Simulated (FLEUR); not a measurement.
# PrClO: parallel and opposed starts, part 2 of 3

A self-consistent run ends on one state, which hangs on the start. Several orders of PrClO are started in FLEUR and their energies compared.

FLEUR MaX-R8.1; LDA (VWN) with U = 6 eV on Pr f; all-electron FLAPW, Dirac cores, scalar-relativistic bands. The settings are cheaper than careful work needs.

So far. Step 2 (Order 1, typed as ferro ++): After 21 cycles the largest moment stands at 1.99 μB.

## (3) Start 2: antiferro +-

An opposed order shows whether neighbours prefer unlike signs.

File inp.xml:

```
<?xml version="1.0" encoding="UTF-8" standalone="no"?>
<fleurInput fleurInputVersion="0.39">
   <comment>
      PrClO
   </comment>
   <calculationSetup>
      <cutoffs Kmax="2.66" Gmax="8.0" GmaxXC="8.0" numbands="0"/>
      <scfLoop itmax="130" minDistance="0.0001" maxIterBroyd="15" imix="Anderson" alpha="0.05" precondParam="0.7" spinf="2.0" sdNocoIR="T"/>
      <coreElectrons ctail="T" frcor="F" kcrel="0" coretail_lmax="0"/>
      <xcFunctional name="vwn" relativisticCorrections="F"/>
      <magnetism jspins="2"/>
      <soc l_soc="F" theta="0.0" phi="0.0" spav="F"/>
      <expertModes spex="0" secvar="F"/>
      <geometryOptimization l_f="F" forcealpha="1.0" forcemix="BFGS" epsdisp="0.00001" epsforce="0.00001"/>
      <ldaU l_linMix="F" mixParam="0.05" spinf="1.0"/>
   </calculationSetup>
   <cell>
      <bzIntegration valenceElectrons="52.0" mode="hist" fermiSmearingEnergy="0.01469973">
         <kPointListSelection listName="default-1"/>
         <xi:include xmlns:xi="http://www.w3.org/2001/XInclude" href="kpts.xml"> </xi:include>
      </bzIntegration>
      <xi:include xmlns:xi="http://www.w3.org/2001/XInclude" href="sym.xml"> </xi:include>
      <bulkLattice scale="1.0">
         <bravaisMatrix>
            <row-1>    7.6552805307545997     0.0000000000000000     0.0000000000000000</row-1>
            <row-2>    0.0000000000000000     7.6552805307545997     0.0000000000000000</row-2>
            <row-3>    0.0000000000000000     0.0000000000000000    12.8690349085259985</row-3>
         </bravaisMatrix>
      </bulkLattice>
   </cell>
   <atomSpecies>
      <species name="Praseodymi2.002" element="Pr" atomicNumber="59">
         <mtSphere radius="2.79" gridPoints="923" logIncrement="0.014"/>
         <atomicCutoffs lmax="10" lnonsphr="8"/>
         <electronConfig flipSpins="F">
            <coreConfig>(1s1/2) (2s1/2) (2p1/2) (2p3/2) (3s1/2) (3p1/2) (3p3/2) (4s1/2) (3d3/2) (3d5/2) (4p1/2) (4p3/2) (4d3/2) (4d5/2)</coreConfig>
            <valenceConfig>(5s1/2) (5p1/2) (5p3/2) (6s1/2) (4f5/2) (4f7/2)</valenceConfig>
            <stateOccupation state="(4f5/2)" spinUp="0.7867142857143" spinDown="0.499"/>
            <stateOccupation state="(4f7/2)" spinUp="1.7142857142857" spinDown="0.0"/>
         </electronConfig>
         <energyParameters s="6" p="6" d="5" f="4"/>
         <ldaU l="3" U="6.0" J="0.0" l_amf="F"/>
         <lo type="SCLO" l="0" n="5" eDeriv="0"/>
         <lo type="SCLO" l="1" n="5" eDeriv="0"/>
      </species>
      <species name="Praseodymi-2.002" element="Pr" atomicNumber="59">
         <mtSphere radius="2.79" gridPoints="923" logIncrement="0.014"/>
         <atomicCutoffs lmax="10" lnonsphr="8"/>
         <electronConfig flipSpins="F">
            <coreConfig>(1s1/2) (2s1/2) (2p1/2) (2p3/2) (3s1/2) (3p1/2) (3p3/2) (4s1/2) (3d3/2) (3d5/2) (4p1/2) (4p3/2) (4d3/2) (4d5/2)</coreConfig>
            <valenceConfig>(5s1/2) (5p1/2) (5p3/2) (6s1/2) (4f5/2) (4f7/2)</valenceConfig>
            <stateOccupation state="(4f5/2)" spinUp="0.499" spinDown="0.7867142857143"/>
            <stateOccupation state="(4f7/2)" spinUp="0.0" spinDown="1.7142857142857"/>
         </electronConfig>
         <energyParameters s="6" p="6" d="5" f="4"/>
         <ldaU l="3" U="6.0" J="0.0" l_amf="F"/>
         <lo type="SCLO" l="0" n="5" eDeriv="0"/>
         <lo type="SCLO" l="1" n="5" eDeriv="0"/>
      </species>
      <species name="Chlorine (Cl)" element="Cl" atomicNumber="17">
         <mtSphere radius="2.8" gridPoints="925" logIncrement="0.013"/>
         <atomicCutoffs lmax="10" lnonsphr="8"/>
         <electronConfig flipSpins="F">
            <coreConfig>(1s1/2) (2s1/2) (2p1/2) (2p3/2)</coreConfig>
            <valenceConfig>(3s1/2) (3p1/2) (3p3/2)</valenceConfig>
            <stateOccupation state="(3p1/2)" spinUp="0.833333" spinDown="0.833333"/>
            <stateOccupation state="(3p3/2)" spinUp="1.666667" spinDown="1.666667"/>
         </electronConfig>
         <energyParameters s="3" p="3" d="3" f="4"/>
      </species>
      <species name="Oxygen (O)" element="O" atomicNumber="8">
         <mtSphere radius="1.58" gridPoints="523" logIncrement="0.02"/>
         <atomicCutoffs lmax="6" lnonsphr="4"/>
         <electronConfig flipSpins="F">
            <coreConfig>(1s1/2)</coreConfig>
            <valenceConfig>(2s1/2) (2p1/2) (2p3/2)</valenceConfig>
            <stateOccupation state="(2p1/2)" spinUp="0.666667" spinDown="0.666667"/>
            <stateOccupation state="(2p3/2)" spinUp="1.333333" spinDown="1.333333"/>
         </electronConfig>
         <energyParameters s="2" p="2" d="3" f="4"/>
      </species>
   </atomSpecies>
   <atomGroups>
      <atomGroup species="Praseodymi2.002">
         <relPos label="                   1">.0000000000 1.000/2.000 .1800000000</relPos>
         <force calculate="T" relaxXYZ="TTT"/>
      </atomGroup>
      <atomGroup species="Praseodymi-2.002">
         <relPos label="                   2">1.000/2.000 .0000000000 -.1800000000</relPos>
         <force calculate="T" relaxXYZ="TTT"/>
      </atomGroup>
      <atomGroup species="Chlorine (Cl)">
         <relPos label="                   3">.0000000000 1.000/2.000 -9.000/25.000</relPos>
         <force calculate="T" relaxXYZ="TTT"/>
      </atomGroup>
      <atomGroup species="Chlorine (Cl)">
         <relPos label="                   4">1.000/2.000 .0000000000 9.000/25.000</relPos>
         <force calculate="T" relaxXYZ="TTT"/>
      </atomGroup>
      <atomGroup species="Oxygen (O)">
         <relPos label="                   5">.0000000000 .0000000000 .0000000000</relPos>
         <relPos label="                   6">1.000/2.000 1.000/2.000 .0000000000</relPos>
         <force calculate="T" relaxXYZ="TTT"/>
      </atomGroup>
   </atomGroups>
   <output dos="F" band="F" slice="F">
      <bandDOS minEnergy="-.5*Htr" maxEnergy="0.5*Htr" sigma="0.015" storeEVData="T"/>
      <plotting iplot="0" polar="F">
         <plot TwoD="T" vec1="  1.0  0.0  0.0" vec2="  0.0  1.0  0.0" vec3="  0.0  0.0  1.0" zero="  0.0  0.0  0.0" file="plot"/>
      </plotting>
      <moessbauerParams electricFieldGradient="F" isomerShift="F" coreHyperfine="F" valenceHyperfine="F"/>
   </output>
</fleurInput>
```

File crystal.txt:

```
PrClO
&input film=F cartesian=F /
4.05100000000  0.00000000000  0.00000000000
0.00000000000  4.05100000000  0.00000000000
0.00000000000  0.00000000000  6.81000000000
1.8897261246
1.0 1.0 1.0

6
59 0.00000000000  0.50000000000  0.18000000000 : 2.002
59 0.50000000000  0.00000000000  0.82000000000 : -2.002
17 0.00000000000  0.50000000000  0.64000000000
17 0.50000000000  0.00000000000  0.36000000000
8 0.00000000000  0.00000000000  0.00000000000
8 0.50000000000  0.50000000000  0.00000000000

&kpt div1=6 div2=6 div3=6 gamma=T /
```

Command:

```bash
$ OMP_NUM_THREADS=1 inpgen -f crystal.txt > inpgen.log  # inp.xml is then edited as shown
$ OMP_NUM_THREADS=1 mpirun -n 4 fleur_MPI > fleur.log
```

Log:

```text
[banner, memory and clock lines left out]
Welcome to FLEUR        (www.flapw.de)
      MaX-Release 8.1          (www.max-centre.eu)

 ========== k-point set info ==========
 Selected k-point list: default-1
 k-point list type: mesh
 6 x 6 x 6
 Number of k points: 40

 ------------Calculation Setup---------------------------
 Number of PE/node        :            4
 Number of OMP-threads    :            1
 k-points in parallel     :            4
 pe's per k-point         :            1
 No of k-point loops      :           10
 Eigenvalue solver        :       lapack
 Number of basis functions:          291
 Approximate size of matrices (H+S) per k-point:         0.003 GB
 Iteration:     1   Distance:      28.46874016 me/bohr^3
 Iteration:     2   Distance:      26.49359781 me/bohr^3
 Iteration:     3   Distance:      22.65037415 me/bohr^3
 Iteration:     4   Distance:      15.06432708 me/bohr^3
 Iteration:     5   Distance:      10.98161760 me/bohr^3
 Iteration:     6   Distance:       2.33549347 me/bohr^3
 Iteration:     7   Distance:       2.20051125 me/bohr^3
 Iteration:     8   Distance:       0.74124646 me/bohr^3
 Iteration:     9   Distance:       0.71921207 me/bohr^3
 Iteration:    10   Distance:       0.22378569 me/bohr^3
 Iteration:    11   Distance:       0.08185935 me/bohr^3
 Iteration:    12   Distance:       0.04645257 me/bohr^3
 Iteration:    13   Distance:       0.01422283 me/bohr^3
 Iteration:    14   Distance:       0.01291061 me/bohr^3
 Iteration:    15   Distance:       0.00364428 me/bohr^3
 Iteration:    16   Distance:       0.00334229 me/bohr^3
 Iteration:    17   Distance:       0.00180407 me/bohr^3
 Iteration:    18   Distance:       0.00077282 me/bohr^3
 Iteration:    19   Distance:       0.00028184 me/bohr^3
 Iteration:    20   Distance:       0.00017225 me/bohr^3
 Iteration:    21   Distance:       0.00006030 me/bohr^3

 ********************************************************************
 Run finished successfully
 Stop message:
   all done
 ********************************************************************

--- out.xml (last complete iteration) ---
<iteration numberForCurrentRun="   21" overallNumber="   21">
         [... left out ...]
         <bandgap value="4.2280855922" units="eV"/>
         <sumValenceSingleParticleEnergies value="-9.9595845418" units="Htr"/>
         <FermiEnergy value="0.2276949093" units="Htr"/>
         <valenceDensity>
            <mtCharges spin="1">
               <mtCharge atomType="1" total="6.3640463" s="1.0382782" p="2.9089756" d="0.3333510" f="2.0516851"/>
               <mtCharge atomType="2" total="4.3756362" s="1.0360744" p="2.9000036" d="0.3099643" f="0.0977837"/>
               <mtCharge atomType="3" total="3.4667463" s="0.9580237" p="2.4759084" d="0.0225694" f="0.0062938"/>
               <mtCharge atomType="4" total="3.4678557" s="0.9581053" p="2.4743439" d="0.0243941" f="0.0066885"/>
               <mtCharge atomType="5" total="2.4197426" s="0.7839731" p="1.6304488" d="0.0041160" f="0.0009827"/>
            </mtCharges>
            <mtCharges spin="2">
               <mtCharge atomType="1" total="4.3756362" s="1.0360744" p="2.9000036" d="0.3099643" f="0.0977837"/>
               <mtCharge atomType="2" total="6.3640463" s="1.0382782" p="2.9089756" d="0.3333510" f="2.0516851"/>
               <mtCharge atomType="3" total="3.4678557" s="0.9581053" p="2.4743439" d="0.0243941" f="0.0066885"/>
               <mtCharge atomType="4" total="3.4667463" s="0.9580237" p="2.4759084" d="0.0225694" f="0.0062938"/>
               <mtCharge atomType="5" total="2.4197426" s="0.7839731" p="1.6304488" d="0.0041160" f="0.0009827"/>
            </mtCharges>
            <spinDependentCharge spin="1" total="26.0000000" interstitial="3.4862303" mtSpheres="22.5137697"/>
            <spinDependentCharge spin="2" total="26.0000000" interstitial="3.4862303" mtSpheres="22.5137697"/>
            <totalCharge value="52.0000000000"/>
         </valenceDensity>
         [... left out ...]
         <magneticMomentsInMTSpheres units="muBohr">
            <globalMagMoment atomType="1" vec="0.00000   0.00000   1.98841"/>
            <localMagMoment atomType="1" vec="0.00000   0.00000   1.98841"/>
            <globalMagMoment atomType="2" vec="0.00000   0.00000  -1.98841"/>
            <localMagMoment atomType="2" vec="0.00000   0.00000  -1.98841"/>
            <globalMagMoment atomType="3" vec="0.00000   0.00000  -0.00111"/>
            <localMagMoment atomType="3" vec="0.00000   0.00000  -0.00111"/>
            <globalMagMoment atomType="4" vec="0.00000   0.00000   0.00111"/>
            <localMagMoment atomType="4" vec="0.00000   0.00000   0.00111"/>
            <globalMagMoment atomType="5" vec="0.00000   0.00000   0.00000"/>
            <localMagMoment atomType="5" vec="0.00000   0.00000   0.00000"/>
         </magneticMomentsInMTSpheres>
         [... left out ...]
         <totalEnergy value="   -19542.0454370589" units="Htr">
            <sumOfEigenvalues value="   -12000.4174047756">
               <coreElectrons value="-11990.4578202337"/>
               <valenceElectrons value="-9.9595845418"/>
            </sumOfEigenvalues>
            <densityCoulombPotentialIntegral value="-32287.1779097235"/>
            <densityEffectivePotentialIntegral value="-32936.1575470016"/>
            <chargeDenXCDenIntegral value="-489.4769364545"/>
            <FockExchangeEnergyValence value="0.0000000000"/>
            <FockExchangeEnergyCore value="0.0000000000"/>
         [... left out ...]
            <dftUCorrection value="-0.4330175097"/>
            <tkbTimesEntropy value="0.0032891932"/>
            <freeEnergy value="-19542.0487262522"/>
            <extrapolationTo0K value="-19542.0470816555"/>
         </totalEnergy>
         [... left out ...]
         <ldaUDensityMatrixConvergence>
            <distance spin="1" distance="0.000002"/>
            <distance spin="2" distance="0.000002"/>
         </ldaUDensityMatrixConvergence>
         <densityConvergence units="me/bohr^3">
            <chargeDensity spin="1" distance="0.0000316684"/>
            <chargeDensity spin="2" distance="0.0000316684"/>
            <overallChargeDensity distance="0.0000603035"/>
            <spinDensity distance="0.0000193658"/>
         </densityConvergence>
      </iteration>
```

Elapsed: 36 s, on 4 MPI ranks of Arm Neoverse V2, shared host; peak memory 0.38 GiB.

Spin moment in the muffin-tin sphere by atom:

```
atom  spin moment in the muffin-tin sphere (μB)
 Pr1                                       1.99
 Pr2                                      -1.99
 Cl3                                       0.00
 Cl4                                       0.00
  O5                                       0.00
  O6                                       0.00
```

Numbers from this step:

| Property | Result |
| --- | --- |
| free energy | -531766.2359 eV |
| program's band gap on this mesh (in a metal only a level spacing) | 4.228 eV |
| magnetization | 0 μB |
| final state | antiferromagnetic |

It lies 0.668 meV a seeded atom under the first start, and its largest moment is 1.99 μB against 1.99 μB.

## (4) Ranking

Free energies are divided by the number of seeded atoms.

Orders:

```
       start        final state  typed order kept  energy over the lowest (meV a seeded atom)  largest sphere moment (μB)  net moment (μB a primitive cell)  mesh matched  CPU time (s)
    ferro ++      ferromagnetic               yes                                      0.6679                       1.985                             4.008           yes         89.57
antiferro +-  antiferromagnetic               yes                                           0                       1.988                                 0           yes         143.8
```

(Continued in part 3 of 3.)

[Logs and program files are shortened in this print: banners, set-up blocks, solver, clock and traceback lines can be left out without a mark of their own.]

[Logs are printed without paths, hosts, clocks, repeated set-up lines and the standing remarks that a program may print on its own settings, such as how far it seeks lower states.]

[Hosts, paths, dates, database ids (printed as entryN), source tags and the programs' standing remarks are cut or masked in the printed files.]

[Where a cell is said to come from a database of computed structures, the database is the Materials Project.]
